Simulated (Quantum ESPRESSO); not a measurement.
# Mo: work function by face, part 3 of 6

Wanted: work functions of Mo face by face, under two functionals.

Quantum ESPRESSO 7.5; plane-wave DFT, PBE, PseudoDojo norm-conserving pseudopotentials.

So far. Step 2 (Relaxing the ions of (110), PBE): The relaxation lowers the energy by 8 meV an atom. On the free atoms the largest force ends at 0.019 eV/Å. Step 6 (Potential by pp.x of (110)): On (110) the work function under LDA lies +0.30 eV from PBE's.

**7. Relaxation with pw.x of (100), PBE**

Level of this step: plane-wave DFT, PBE, GBRV ultrasoft pseudopotentials (Quantum ESPRESSO 7.5).

System of this step: Mo(100), 5 layers. The cell holds 5 atoms: 5 Mo. Cell: a = 3.150 Å, b = 3.150 Å, c = 22.300 Å, α = 90.0°, β = 90.0°, γ = 90.0°. It derives from Mo. Vacuum lies along c.

100.relax.in reads:

```
&control
  prefix = '100.relax'
  outdir = './out'
  pseudo_dir = './pseudo'
  nstep = 40
  forc_conv_thr = 0.001
  calculation = 'relax'
/
&system
  ibrav = 0
  nat = 5
  ntyp = 1
  ecutwfc = 40
  ecutrho = 200
  occupations = 'smearing'
  smearing = 'mv'
  degauss = 0.02
/
&electrons
  conv_thr = 1e-07
  mixing_beta = 0.4
  electron_maxstep = 120
  mixing_mode = 'local-TF'
/
&ions
/
ATOMIC_SPECIES
  Mo  95.9500  mo_pbe_v1.uspp.F.UPF
CELL_PARAMETERS angstrom
  3.15000000000000 0.00000000000000 0.00000000000000
  0.00000000000000 3.15000000000000 0.00000000000000
  0.00000000000000 0.00000000000000 22.30000000000000
ATOMIC_POSITIONS crystal
  Mo  0.000000000000 0.000000000000 0.358744394619
  Mo  0.500000000000 0.500000000000 0.429372197309
  Mo  0.000000000000 0.000000000000 0.500000000000 0 0 0
  Mo  0.500000000000 0.500000000000 0.570627802691
  Mo  0.000000000000 0.000000000000 0.641255605381
K_POINTS automatic
  10 10 1 0 0 0
```

Started as:

```sh
OMP_NUM_THREADS=1 mpirun -n 4 pw.x -nk 4 -in 100.relax.in > 100.relax.out
```

Log:

```text
[banner, memory and clock lines left out]
Program PWSCF v.7.5 starts

          URL

     Message from routine setup:
     using ibrav=0 with symmetry is DISCOURAGED, use correct ibrav instead

     G-vector sticks info

     bravais-lattice index     =            0
     lattice parameter (alat)  =       5.9526  a.u.
     unit-cell volume          =    1493.2158 (a.u.)^3
     number of atoms/cell      =            5
     number of atomic types    =            1
     number of electrons       =        70.00
     number of Kohn-Sham states=           42
     kinetic-energy cutoff     =      40.0000  Ry
     charge density cutoff     =     200.0000  Ry
     scf convergence threshold =      1.0E-07
     mixing beta               =       0.4000
     number of iterations used =            8  local-TF  mixing
     energy convergence thresh.=      1.0E-04
     force convergence thresh. =      1.0E-03
     Exchange-correlation= SLA  PW   PBE  PBE
                           (   1   4   3   4   0   0   0)
     nstep                     =           40

     celldm(1)=   5.952637  celldm(2)=   0.000000  celldm(3)=   0.000000
     celldm(4)=   0.000000  celldm(5)=   0.000000  celldm(6)=   0.000000

     crystal axes: (cart. coord. in units of alat)
               a(1) = (   1.000000   0.000000   0.000000 )
               a(2) = (   0.000000   1.000000   0.000000 )
               a(3) = (   0.000000   0.000000   7.079365 )

     reciprocal axes: (cart. coord. in units 2 pi/alat)
               b(1) = (  1.000000  0.000000  0.000000 )
               b(2) = (  0.000000  1.000000  0.000000 )
               b(3) = (  0.000000  0.000000  0.141256 )

     PseudoPot. # 1 for Mo read from file:
     ./pseudo/mo_pbe_v1.uspp.F.UPF
     Pseudo is Ultrasoft + core correction, Zval = 14.0
     Generated by new atomic code, or converted to UPF format
     Using radial grid of  889 points,  6 beta functions with:
                l(1) =   0
                l(2) =   0
                l(3) =   1
                l(4) =   1
                l(5) =   2
                l(6) =   2
     Q(r) pseudized with  6 coefficients,  rinner =    1.000   1.000   1.000
                                                       1.000   1.000

     atomic species   valence    mass     pseudopotential
     Mo               14.00    95.95000     Mo( 1.00)

     16 Sym. Ops., with inversion, found

   Cartesian axes

     site n.     atom                  positions (alat units)
         1        Mo     tau(   1) = (   0.0000000   0.0000000   2.5396825  )
         2        Mo     tau(   2) = (   0.5000000   0.5000000   3.0396825  )
         3        Mo     tau(   3) = (   0.0000000   0.0000000   3.5396825  )
         4        Mo     tau(   4) = (   0.5000000   0.5000000   4.0396825  )
         5        Mo     tau(   5) = (   0.0000000   0.0000000   4.5396825  )

     number of k points=    21  Marzari-Vanderbilt smearing, width (Ry)=  0.0200
                       cart. coord. in units 2pi/alat
        k(    1) = (   0.0000000   0.0000000   0.0000000), wk =   0.0200000
        k(    2) = (   0.0000000   0.1000000   0.0000000), wk =   0.0800000
        k(    3) = (   0.0000000   0.2000000   0.0000000), wk =   0.0800000
        k(    4) = (   0.0000000   0.3000000   0.0000000), wk =   0.0800000
        k(    5) = (   0.0000000   0.4000000   0.0000000), wk =   0.0800000
        k(    6) = (   0.0000000  -0.5000000   0.0000000), wk =   0.0400000
        k(    7) = (   0.1000000   0.1000000   0.0000000), wk =   0.0800000
        k(    8) = (   0.1000000   0.2000000   0.0000000), wk =   0.1600000
        k(    9) = (   0.1000000   0.3000000   0.0000000), wk =   0.1600000
        k(   10) = (   0.1000000   0.4000000   0.0000000), wk =   0.1600000
        k(   11) = (   0.1000000  -0.5000000   0.0000000), wk =   0.0800000
        k(   12) = (   0.2000000   0.2000000   0.0000000), wk =   0.0800000
        k(   13) = (   0.2000000   0.3000000   0.0000000), wk =   0.1600000
        k(   14) = (   0.2000000   0.4000000   0.0000000), wk =   0.1600000
        k(   15) = (   0.2000000  -0.5000000   0.0000000), wk =   0.0800000
        k(   16) = (   0.3000000   0.3000000   0.0000000), wk =   0.0800000
        k(   17) = (   0.3000000   0.4000000   0.0000000), wk =   0.1600000
        k(   18) = (   0.3000000  -0.5000000   0.0000000), wk =   0.0800000
        k(   19) = (   0.4000000   0.4000000   0.0000000), wk =   0.0800000
        k(   20) = (   0.4000000  -0.5000000   0.0000000), wk =   0.0800000
        k(   21) = (  -0.5000000  -0.5000000   0.0000000), wk =   0.0200000

     Dense  grid:    71213 G-vectors     FFT dimensions: (  27,  27, 192)

     Smooth grid:    50813 G-vectors     FFT dimensions: (  24,  24, 180)

     Initial potential from superposition of free atoms

     starting charge      69.9947, renormalised to      70.0000

     negative rho (up, down):  4.671E-03 0.000E+00
     Starting wfcs are   65 randomized atomic wfcs

     per-process dynamical memory:    74.3 Mb

     Self-consistent Calculation

     iteration #  1     ecut=    40.00 Ry     beta= 0.40
     Davidson diagonalization with overlap
     ethr =  1.00E-02,  avg # of iterations =  2.0

     negative rho (up, down):  1.565E-03 0.000E+00

     total energy              =    -696.45000022 Ry
     estimated scf accuracy    <       4.15429741 Ry

     iteration #  2     ecut=    40.00 Ry     beta= 0.40
     Davidson diagonalization with overlap
     ethr =  5.93E-03,  avg # of iterations =  1.0

     negative rho (up, down):  3.459E-04 0.000E+00

     total energy              =    -696.38868865 Ry
     estimated scf accuracy    <       1.18711886 Ry

     iteration #  3     ecut=    40.00 Ry     beta= 0.40
     Davidson diagonalization with overlap
     ethr =  1.70E-03,  avg # of iterations =  2.0

     negative rho (up, down):  8.729E-05 0.000E+00

     total energy              =    -696.34578136 Ry
     estimated scf accuracy    <       0.34364395 Ry

     iteration #  4     ecut=    40.00 Ry     beta= 0.40
     Davidson diagonalization with overlap
     ethr =  4.91E-04,  avg # of iterations =  5.3

     negative rho (up, down):  6.589E-05 0.000E+00

     total energy              =    -696.38568722 Ry
     estimated scf accuracy    <       0.05061319 Ry

     iteration #  5     ecut=    40.00 Ry     beta= 0.40
     Davidson diagonalization with overlap
     ethr =  7.23E-05,  avg # of iterations =  5.8

     negative rho (up, down):  1.475E-05 0.000E+00

     total energy              =    -696.37988753 Ry
     estimated scf accuracy    <       0.03381451 Ry

[...]
-56.1183 -55.9029 -55.8770 -55.6146 -55.6144 -30.6789 -30.5883 -30.3632
   -30.2372 -30.1707 -30.0043 -29.9747 -29.9527 -29.8455 -29.5238 -29.4847
   -29.4758 -29.4673 -29.3968 -29.3526  -0.0670   0.3336   0.7671   1.2129
     1.3153   1.5747   2.4202   2.7113   2.9256   3.3502   3.7268   3.8490
     3.8608   4.3320   4.5865   5.3314   5.5464   5.8235   5.9443   6.2794
     6.4924   6.5034

          k = 0.0000 0.4000 0.0000 (  6334 PWs)   bands (ev):

   -56.0907 -55.8720 -55.8691 -55.6358 -55.6355 -30.7547 -30.6598 -30.4360
   -30.2878 -30.0726 -30.0470 -29.9304 -29.8963 -29.8534 -29.5458 -29.5454
   -29.5072 -29.4839 -29.3907 -29.3569   0.1566   0.2419   0.8669   1.4703
     1.7299   2.1273   2.2000   2.3611   3.1313   3.3214   3.5239   3.7227
     4.0484   4.9962   5.0838   5.1085   5.5883   6.0518   6.1375   6.6109
     6.6269   6.9762

          k = 0.0000-0.5000 0.0000 (  6344 PWs)   bands (ev):

   -56.0796 -55.8657 -55.8585 -55.6452 -55.6448 -30.7816 -30.6872 -30.4586
   -30.3122 -30.0709 -30.0199 -29.9167 -29.8659 -29.8561 -29.5822 -29.5817
   -29.5102 -29.4544 -29.4215 -29.3444   0.0794   0.2522   0.9523   1.5193
     2.0302   2.0661   2.2346   2.7727   2.7960   3.0681   3.3907   3.9293
     4.1333   4.8483   5.1761   5.4555   5.9317   6.1674   6.2344   6.6368
     6.8950   7.1720

          k = 0.1000 0.1000 0.0000 (  6349 PWs)   bands (ev):

   -56.1655 -55.9510 -55.8899 -55.5844 -55.5810 -30.4914 -30.3850 -30.3845
   -30.1769 -30.1591 -30.1523 -29.9556 -29.9434 -29.8743 -29.5412 -29.5367
   -29.4023 -29.3661 -29.3535 -29.3212  -1.0660   0.2925   0.3759   0.5241
     1.0344   1.6428   1.6884   2.6031   3.2445   3.3781   3.5518   4.1508
     4.3628   4.4634   4.7248   4.8520   5.1528   5.5812   5.7834   5.8966
     6.0817   6.8034

          k = 0.1000 0.2000 0.0000 (  6364 PWs)   bands (ev):

   -56.1430 -55.9286 -55.8833 -55.5970 -55.5956 -30.5601 -30.4852 -30.3644
   -30.2061 -30.1820 -30.1484 -29.9797 -29.8934 -29.8791 -29.5508 -29.5091
   -29.4400 -29.4062 -29.3522 -29.3458  -0.5399   0.6159   0.6594   0.9583
     1.2723   1.5054   2.0691   2.7613   2.7698   3.2165   3.2666   3.6295
     4.1878   4.4977   4.5349   5.0282   5.4595   5.7342   5.9053   6.1259
     6.2154   6.7165

          k = 0.1000 0.3000 0.0000 (  6359 PWs)   bands (ev):

   -56.1135 -55.8978 -55.8747 -55.6159 -55.6156 -30.6575 -30.5752 -30.4002
   -30.2415 -30.1963 -30.0899 -30.0013 -29.8781 -29.8494 -29.5674 -29.5513
   -29.4531 -29.3971 -29.3960 -29.3640   0.0977   0.5480   0.9831   1.3596
     1.5295   1.6028   2.2738   2.6175   2.9071   2.9305   3.5086   3.6864
     4.2099   4.2142   4.5209   5.0875   5.4420   6.0051   6.2197   6.2824
     6.5262   6.6194

          k = 0.1000 0.4000 0.0000 (  6370 PWs)   bands (ev):

   -56.0879 -55.8689 -55.8669 -55.6348 -55.6346 -30.7328 -30.6383 -30.4605
   -30.2918 -30.1839 -30.0279 -29.9950 -29.8706 -29.8006 -29.6156 -29.6088
   -29.4429 -29.4414 -29.3880 -29.3729   0.3653   0.4225   1.0679   1.6419
     1.7986   2.0057   2.0651   2.3478   2.8055   3.1167   3.6821   3.7713
     4.2782   4.6783   4.9624   5.2528   5.4146   6.0700   6.3756   6.5470
     6.7078   6.8769

          k = 0.1000-0.5000 0.0000 (  6360 PWs)   bands (ev):

   -56.0776 -55.8636 -55.8565 -55.6432 -55.6429 -30.7603 -30.6617 -30.4829
   -30.3149 -30.1901 -30.0277 -29.9255 -29.8842 -29.7682 -29.6503 -29.6479
   -29.4552 -29.4187 -29.4118 -29.3674   0.2863   0.4407   1.1558   1.6627
     1.9336   1.9972   2.1702   2.4898   2.6714   2.9302   3.5374   4.0177
     4.4572   5.0236   5.0931   5.3460   5.3612   6.3257   6.5833   6.6431
     6.8003   6.8408

          k = 0.2000 0.2000 0.0000 (  6393 PWs)   bands (ev):

   -56.1246 -55.9096 -55.8769 -55.6059 -55.6056 -30.5520 -30.4898 -30.4482
   -30.2459 -30.2181 -30.1964 -29.9544 -29.9304 -29.8484 -29.5816 -29.5585
   -29.4137 -29.4055 -29.3884 -29.3326  -0.0704   1.0707   1.1579   1.2266
     1.6649   1.7726   2.1125   2.4691   2.5953   2.7624   2.8012   3.5762
     3.7350   4.6432   4.6459   4.9788   5.1559   5.8203   6.1295   6.3459
     6.6056   6.6271

          k = 0.2000 0.3000 0.0000 (  6368 PWs)   bands (ev):

   -56.1007 -55.8840 -55.8685 -55.6196 -55.6191 -30.6041 -30.5635 -30.4615
   -30.2798 -30.2748 -30.1965 -29.9951 -29.8742 -29.8405 -29.6205 -29.6066
   -29.4194 -29.4017 -29.3914 -29.3535   0.4638   1.1097   1.4580   1.5655
     1.8626   2.0069   2.1215   2.4169   2.6300   2.7007   3.0359   3.2199
     3.8884   4.6212   4.6899   4.9210   5.1779   5.9103   6.3318   6.4311
     6.8374   6.8472

          k = 0.2000 0.4000 0.0000 (  6391 PWs)   bands (ev):

   -56.0805 -55.8611 -55.8608 -55.6324 -55.6322 -30.6729 -30.6027 -30.5138
   -30.3302 -30.3195 -30.0866 -30.0306 -29.8556 -29.7896 -29.7007 -29.6424
   -29.4093 -29.4050 -29.3952 -29.3844   0.7749   0.9215   1.4235   1.6389
     1.7793   1.9499   2.2028   2.3317   2.6308   3.0222   3.3493   3.8723
     4.1268   4.8059   4.9371   5.0790   5.2910   6.1933   6.3729   6.6251
     6.6807   6.8825

          k = 0.2000-0.5000 0.0000 (  6408 PWs)   bands (ev):

   -56.0725 -55.8581 -55.8511 -55.6380 -55.6377 -30.7007 -30.6040 -30.5538
   -30.3499 -30.3380 -30.0374 -29.9703 -29.9265 -29.7422 -29.7370 -29.6662
   -29.4167 -29.4013 -29.3979 -29.3934   0.8344   0.8404   1.4292   1.5838
     1.7084   2.0166   2.1842   2.2887   2.4417   3.2610   3.7210   4.0390
     4.1395   4.9835   5.1242   5.1787   5.5762   6.2373   6.4633   6.6026
     6.8155   6.8533

          k = 0.3000 0.3000 0.0000 (  6428 PWs)   bands (ev):

   -56.0846 -55.8661 -55.8606 -55.6247 -55.6243 -30.6174 -30.5664 -30.4726
   -30.3689 -30.3601 -30.2082 -29.9996 -29.8914 -29.8309 -29.6860 -29.6338
   -29.4155 -29.4134 -29.3970 -29.3456   0.6903   1.3376   1.5070   1.8656
     2.1168   2.1954   2.4247   2.5746   2.5955   2.6326   2.7809   3.1113
     3.7296   4.9349   4.9411   4.9835   4.9967   6.1186   6.3329   6.7333
     6.8749   7.1779

          k = 0.3000 0.4000 0.0000 (  6427 PWs)   bands (ev):

   -56.0712 -55.8539 -55.8506 -55.6294 -55.6293 -30.6582 -30.5940 -30.5615
   -30.3887 -30.3664 -30.1459 -30.0348 -29.8583 -29.8407 -29.7640 -29.6636
   -29.4185 -29.4174 -29.3951 -29.3585   0.7217   1.1233   1.4717   1.7562
     1.8891   2.2319   2.2327   2.4613   2.8833   3.1682   3.2936   3.4312
     3.9727   4.9021   5.0726   5.4468   5.7154   6.4329   6.5108   6.6591
     7.0546   7.0640

          k = 0.3000-0.5000 0.0000 (  6448 PWs)   bands (ev):

   -56.0661 -55.8513 -55.8444 -55.6316 -55.6313 -30.6489 -30.6300 -30.6162
   -30.3966 -30.3574 -30.0709 -30.0455 -29.9262 -29.8017 -29.7791 -29.6938
   -29.4161 -29.4099 -29.4039 -29.3676   0.7269   1.0194   1.4523   1.6123
     1.9219   2.0730   2.2358   2.2888   2.9439   3.2907   3.5094   3.8171
     4.2507   4.8295   5.1401   5.8643   6.1102   6.4706   6.6338   6.6633
     6.9614   7.0214

          k = 0.4000 0.4000 0.0000 (  6430 PWs)   bands (ev):

   -56.0637 -55.8480 -55.8422 -55.6272 -55.6270 -30.7191 -30.6637 -30.5354
   -30.4511 -30.2708 -30.1730 -30.0553 -29.8803 -29.8512 -29.7807 -29.7525
   -29.4373 -29.4100 -29.3914 -29.3556   0.5378   0.7867   1.5455   1.8675
     1.9004   2.0722   2.4185   2.6541   2.9759   3.0449   3.3765   3.7076
     3.8807   5.8158   5.8852   5.8862   6.0448   6.6141   6.8848   6.9718
     7.2683   7.2845

          k = 0.4000-0.5000 0.0000 (  6426 PWs)   bands (ev):

   -56.0609 -55.8458 -55.8390 -55.6264 -55.6261 -30.7275 -30.7206 -30.5297
   -30.4596 -30.2144 -30.1787 -30.0646 -29.8940 -29.8343 -29.8223 -29.7812
   -29.4326 -29.4312 -29.3765 -29.3594   0.4737   0.6550   1.6099   1.6713
     1.9790   2.2164   2.3222   2.4112   2.9183   3.2127   3.2425   4.0441
     4.1377   6.0223   6.0800   6.4868   6.6584   6.7078   6.8099   6.9739
     7.1775   7.2299

          k =-0.5000-0.5000 0.0000 (  6416 PWs)   bands (ev):

   -56.0589 -55.8436 -55.8369 -55.6244 -55.6241 -30.7575 -30.7575 -30.4856
   -30.4856 -30.2304 -30.0765 -30.0765 -29.9709 -29.8753 -29.8223 -29.7785
   -29.4456 -29.4456 -29.3593 -29.3593   0.3792   0.5248   1.7161   1.761
[key lines of the parts left out:]
total energy              =    -696.39150958 Ry
the Fermi energy is     5.0814 ev
convergence has been achieved in  11 iterations
```

Wall time 4.5 min (4 MPI ranks of Intel Xeon 6975P-C (Granite Rapids), shared host); peak memory 0.68 GiB; 18 min of CPU time.

Step by step:

| step | energy less that of the first step (eV) | largest force (eV/Å) |
| --- | --- | --- |
| 1 | 0.0000 | 1.2680 |
| 2 | -0.1087 | 0.9730 |
| 3 | -0.1777 | 0.6368 |
| 4 | -0.2098 | 0.2970 |
| 5 | -0.2135 | 0.2502 |
| 6 | -0.2172 | 0.2088 |
| 7 | -0.2213 | 0.1526 |
| 8 | -0.2252 | 0.0693 |
| 9 | -0.2263 | 0.0054 |

The atoms that moved most (Å):

| atom | dx | dy | dz | length |
| --- | --- | --- | --- | --- |
| Mo1 | 0.000 | 0.000 | 0.137 | 0.137 |
| Mo5 | 0.000 | 0.000 | -0.137 | 0.137 |
| Mo2 | 0.000 | 0.000 | -0.033 | 0.033 |
| Mo4 | 0.000 | 0.000 | 0.033 | 0.033 |

The relaxation lowers the energy by 45 meV an atom. On the free atoms the largest force ends at 0.005 eV/Å.

Numbers from this step:

| Property | Result |
| --- | --- |
| free energy | -9474.8941 eV |
| Fermi energy | 5.079 eV |

[end of part 3 of 6]

[Logs are printed without paths, hosts, clocks, repeated set-up lines and the standing remarks that a program may print on its own settings, such as how far it seeks lower states.]

[Hosts, paths, dates, database ids (printed as entryN), source tags and the programs' standing remarks are cut or masked in the printed files.]

[Maps of the electrostatic potential energy from Ansatz leave out the sawtooth potential of an applied field or a dipole correction, so their vacuum need not be flat; planar profiles and work functions include it.]
